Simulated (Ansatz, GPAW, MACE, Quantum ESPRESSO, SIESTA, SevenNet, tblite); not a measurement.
# Running generalised stacking fault on (110) of a LiCl-LiBr solid solution (56 atoms) with tblite

Wanted: tblite inputs and outputs for generalised stacking fault on (110) of a LiCl-LiBr solid solution (56 atoms), checked against a plane-wave reference.

Program: tblite 0.8.0. Level of theory: the method is named at each step. Results are calculated unless marked as measured.

### Step 1. Set-up

The cell holds 56 atoms: 28 Li, 10 Br and 18 Cl. Cell: a = 7.448 Å, b = 5.266 Å, c = 26.274 Å, α = 90.0°, β = 88.6°, γ = 90.0°. Rock-salt LiCl lattice (a = 5.2663 Å, the value set for the mixture), cell with z along [110], 2 x 1 x 7 periods; the third cell vector is tilted by 0.167 of 1/2[1-10] and lengthened by 0.2 Å, so the cell holds one fault; displaced by a Gaussian of 0.01 Å; 10 of 28 Cl sites given to Br at random (lattice constant by Vegard's rule between LiCl and LiBr). Then every atom was moved at random, 0.02 Å r.m.s. a Cartesian component. The structure's axis is c.

The yardstick, on the same geometry:

```
method                                           : Kohn-Sham DFT, PBE, SSSP efficiency 1.3.0 pseudopotentials, plane waves (Quantum ESPRESSO 7.5); sssp-pbe-1.3.0-efficiency, cutoffs 45/360 Ry, Γ point
r.m.s. force component                           : 0.132 eV/Å
longest force                                    : 0.6691 eV/Å
pressure                                         : -0.1323 GPa
gap (highest filled to lowest empty level) : 5.406 eV
time                                             : 3.7 min on 2 MPI ranks of Arm Neoverse V1, shared host
CPU time                                         : 7.4 min
```

### Step 2. GFN1-xTB

Method: GFN1-xTB tight binding, diagonalisation.

Input file run.py:

```python
import numpy as np
from ase.io import read
from tblite.ase import TBLite

atoms = read("structure.xyz")
atoms.calc = TBLite(method="GFN1-xTB", electronic_temperature=580, accuracy=1.0, max_iterations=250, mixer_damping=0.1, verbosity=1)
energy = atoms.get_potential_energy()
forces = atoms.get_forces()
print(f"energy {energy:.6f} eV")
print("forces (eV/A)")
for i, (a, f) in enumerate(zip(atoms, forces)):
    print(f"{i:4d} {a.symbol:2s} {f[0]:10.5f} {f[1]:10.5f} {f[2]:10.5f}")
stress = -atoms.get_stress(voigt=False) * 160.21766
print("stress (GPa, compression positive)")
for row in stress:
    print(" ".join(f"{x:10.4f}" for x in row))
print("charges (e)")
print(np.array2string(atoms.get_charges(), precision=4, suppress_small=True, max_line_width=110, threshold=100000))
```

Input file structure.xyz:

```xyz
56
Lattice="7.44767 0.00000 0.00000 0.00000 5.26630 0.00000 0.62061 0.00000 26.26686" Properties=species:S:1:pos:R:3 pbc="T T T"
Li 7.46790 0.00300 26.09875
Br 5.59699 0.02738 1.86889
Li 7.46002 5.25503 3.71912
Cl 5.57460 0.01659 5.58013
Li 7.46303 0.01459 7.45874
Cl 5.57128 5.26045 9.32001
Li 7.46511 5.26319 11.21595
Cl 5.58066 5.25040 13.00472
Li 7.47809 0.02738 14.85759
Cl 5.59270 0.02054 16.74512
Li 7.48391 5.24213 18.61874
Cl 5.58922 0.01748 20.51915
Li 7.42742 0.02238 22.33340
Cl 5.58316 5.26398 24.15894
Li 3.73397 0.00848 26.07826
Br 1.90308 0.02960 1.86206
Li 3.71184 0.01922 3.69417
Cl 1.84849 0.01611 5.59432
Li 3.70976 5.23823 7.45191
Br 1.85600 5.25198 9.30057
Li 3.70498 0.00032 11.16447
Cl 1.88473 5.25603 13.02258
Li 3.75880 5.25108 14.88307
Cl 1.87156 0.02164 16.76798
Li 3.71758 0.01754 18.61060
Cl 1.87336 0.00174 20.46582
Li 3.67774 5.26267 22.30818
Cl 1.83518 5.22733 24.20228
Li 1.82869 2.70488 1.85628
Cl 7.48238 2.60982 3.67578
Li 1.86096 2.65021 5.59248
Cl 7.44886 2.64942 7.40437
Li 1.84647 2.63194 9.26616
Br 7.42608 2.61366 11.16236
Li 1.90650 2.63605 13.00787
Cl 7.45946 2.61208 14.86363
Li 1.86696 2.62536 16.73409
Cl 7.43215 2.64579 18.60587
Li 1.87335 2.61577 20.44980
Cl 7.46004 2.62325 22.32079
Li 1.82357 2.63225 24.19624
Cl 7.46582 2.62278 26.05489
Li 5.60487 2.64310 1.87151
Br 3.69860 2.61182 3.72648
Li 5.60225 2.64721 5.58722
Br 3.72649 2.63541 7.40016
Li 5.56627 2.64916 9.32526
Br 3.72157 2.63857 11.15422
Li 5.57017 2.60382 13.04622
Cl 3.68632 2.61456 14.88858
Li 5.60694 2.61998 16.76482
Br 3.71156 2.60492 18.60797
Li 5.56327 2.65653 20.46425
Br 3.69865 2.62256 22.32000
Li 5.60026 2.66554 24.21437
Br 3.72574 2.59560 26.08299
```

Run with:

```sh
$ OMP_NUM_THREADS=1 python run.py > output.txt
```

The program printed:

```text
------------------------------------------------------------
  cycle        total energy    energy error   density error
------------------------------------------------------------
      1     -128.8553077068  -1.2864201E+02   5.5622207E-01
      2     -129.0046826725  -1.4937497E-01   4.9857916E-01
      3     -127.1922559168   1.8124268E+00   2.1661154E-01
      4     -112.7218793098   1.4470377E+01   4.9796608E-01
      5     -128.9476523096  -1.6225773E+01   9.3854597E-02
      6     -128.9940261640  -4.6373854E-02   7.4547788E-02
      7     -129.1189334706  -1.2490731E-01   4.2764110E-02
      8     -129.1345816014  -1.5648131E-02   3.3009528E-02
      9     -129.1286437149   5.9378865E-03   3.4473318E-02
     10     -129.1430460095  -1.4402295E-02   2.3189358E-02
     11     -129.1600738988  -1.7027889E-02   1.8637954E-02
     12     -129.1603025964  -2.2869758E-04   1.7762590E-02
     13     -129.1624576856  -2.1550892E-03   1.6345034E-02
     14     -129.1695603117  -7.1026261E-03   1.2460316E-02
     15     -129.1726174600  -3.0571483E-03   1.0418106E-02
     16     -129.1765129487  -3.8954887E-03   7.1314159E-03
     17     -129.1790248718  -2.5119231E-03   3.5964852E-03
     18     -129.1798739337  -8.4906186E-04   2.8812635E-04
     19     -129.1798708335   3.1001925E-06   3.2644295E-04
     20     -129.1798768612  -6.0276716E-06   4.9945771E-05
     21     -129.1798765866   2.7455494E-07   6.8174379E-05
     22     -129.1798754185   1.1681357E-06   1.3840408E-04
     23     -129.1798769059  -1.4873637E-06   8.3123288E-06
     24     -129.1798769043   1.5594992E-09   9.3542133E-06
------------------------------------------------------------
 total:                                   3.326 sec
energy -3515.163497 eV
forces (eV/A)
   0 Li    0.22111   -0.01199   -0.62591
   1 Br   -0.10031   -0.11470    0.21743
   2 Li    0.03481    0.00976    0.13038
   3 Cl    0.17457   -0.04110    0.09698
   4 Li   -0.16230    0.00296   -0.17751
   5 Cl    0.07750    0.02115   -0.08316
   6 Li   -0.15800   -0.03330    0.01825
   7 Cl    0.01216    0.00526    0.19954
   8 Li   -0.02268   -0.03780    0.07072
   9 Cl    0.08575   -0.07404   -0.06894
  10 Li   -0.06694    0.03527    0.00661
  11 Cl    0.11195   -0.04330   -0.15350
  12 Li    0.03042   -0.02802   -0.00017
  13 Cl    0.10351    0.00454    0.12730
  14 Li    0.24770   -0.08602   -0.63498
  15 Br   -0.74723   -0.06364    0.42070
  16 Li    0.03921   -0.06912    0.24216
  17 Cl   -0.13199   -0.03972   -0.02036
  18 Li    0.15523    0.07020   -0.16510
  19 Br   -0.13004    0.05471   -0.09958
  20 Li    0.14934    0.00622    0.09458
  21 Cl   -0.01802    0.00929    0.21646
  22 Li   -0.06713    0.00256    0.03969
  23 Cl   -0.08770   -0.07651   -0.14486
[...]
48 Li    0.02070    0.01402    0.14970
  49 Cl    0.14035    0.03206   -0.01770
  50 Li    0.09826    0.01988   -0.10532
  51 Br    0.04592    0.15505   -0.17844
  52 Li    0.28261   -0.01025    0.07647
  53 Br    0.05677    0.02657    0.08100
  54 Li    0.16467   -0.03355   -0.05789
  55 Br    0.40393    0.16778   -0.52505
stress (GPa, compression positive)
   -0.3710     0.0098    -0.2682
    0.0098    -1.1648     0.0080
   -0.2682     0.0080    -2.9097
charges (e)
[ 0.333  -0.1656  0.3341 -0.4225  0.3742 -0.4555  0.2917 -0.4148  0.4071 -0.4086  0.4036 -0.4205  0.4079
 -0.4184  0.2529 -0.1704  0.2557 -0.4291  0.2991 -0.1612  0.2915 -0.4213  0.4073 -0.4087  0.3278 -0.4159
  0.3307 -0.4147  0.2359 -0.4284  0.342  -0.428   0.2212 -0.1625  0.3322 -0.4002  0.3682 -0.4179  0.3332
 -0.4169  0.3385 -0.4365  0.2624 -0.1605  0.3416 -0.1533  0.2974 -0.1665  0.3341 -0.4073  0.3675 -0.1457
  0.3354 -0.1497  0.3368 -0.162 ]
```

It took 4.1 s on 1 thread of Arm Neoverse V1, shared host; peak memory 0.11 GiB.

Banners, paths, timers and routine set-up lines are dropped from the logs unmarked, and long logs keep their key lines alone; longer cuts are marked.

Against the reference:

```
r.m.s. force component                  : 0.1533 eV/Å
r.m.s. difference of force components   : 57.88 meV/Å
longest difference of force vectors     : 322.7 meV/Å
force difference over r.m.s. force      : 43.86 %
slope of forces against the reference's : 1.079
correlation of force components         : 0.9285
pressure                                : -1.482 GPa
pressure difference                     : -1.349 GPa
```

Length of the force difference by element (eV/Å):

```csv
element,atoms,mean,most
Br,10,0.16,0.32
Cl,18,0.10,0.19
Li,28,0.030,0.071
```

The surroundings of Li15, which has 5 bonded neighbours where the commonest count for Li is 6, nearest first, numbered as they follow in the input and with coordinates relative to it.

```csv
atom,x,y,z,distance (Å),bonds,Mulliken charge (e),Fx,Fy,Fz (eV/Å)
Li15,0.00,0.00,0.00,0.00,5,0.25,0.248,-0.086,-0.635
Br16,-1.21,0.02,2.05,2.38,5,-0.17,-0.747,-0.064,0.421
Br56,-0.01,2.59,0.00,2.59,5,-0.16,0.404,0.168,-0.525
Cl14,1.85,-0.01,-1.92,2.67,6,-0.42,0.104,0.005,0.127
Cl28,-1.90,-0.05,-1.88,2.67,6,-0.41,-0.135,0.070,0.024
Br56,-0.01,-2.68,0.00,2.68,5,-0.16,0.404,0.168,-0.525
Br2,2.48,0.02,2.06,3.23,5,-0.17,-0.100,-0.115,0.217
Li29,-1.28,-2.57,2.04,3.53,5,0.24,-0.262,-0.078,0.377
Li29,-1.28,2.70,2.04,3.62,5,0.24,-0.262,-0.078,0.377
```

Atoms are counted from 1 here, from 0 in the log.

Forces lie 44 % from the reference's, at 0.0092 times its CPU time (on 1 against 2 cores).

### Step 3. What came out

| Item | Value |
| --- | --- |
| force difference from the reference | tblite GFN1-xTB, 44 % |
| its CPU time | 4.1 s |

Tight binding differs by 44 % (tblite GFN1-xTB); it is another model, with fitted parameters of its own, and the xTB methods hold dispersion. One electronic-structure run takes under half the reference's CPU time: tblite GFN1-xTB, at 44 % in 4.1 s against 7.4 min. Periodic xTB results under one method name differ between programs and library versions. The reference's pressure holds the uncorrected Pulay stress of its 45 Ry basis, so small pressure differences, and their order, may be the reference's own error. The cell is under 6 Å thick along one periodic direction, so every atom has periodic images of itself close by, which move with it and show among its neighbours and in g(r). The reference's stress is far from hydrostatic: its diagonal is 3.1, -3.0, -0.5 GPa, compression counted positive. The host structure and its lattice constant were typed by rule, without a check against the phase diagram. The electronic-structure runs sample only Γ, in a cell whose shortest periodic width is 5 Å.

[Also dropped from logs without a mark: logging warnings of Python, and SIESTA's first energy breakdown and zero terms.]

[Logs are printed without paths, hosts, clocks, repeated set-up lines and the standing remarks that a program may print on its own settings, such as how far it seeks lower states.]

[Hosts, paths, dates, database ids (printed as entryN), source tags and the programs' standing remarks are cut or masked in the printed files.]
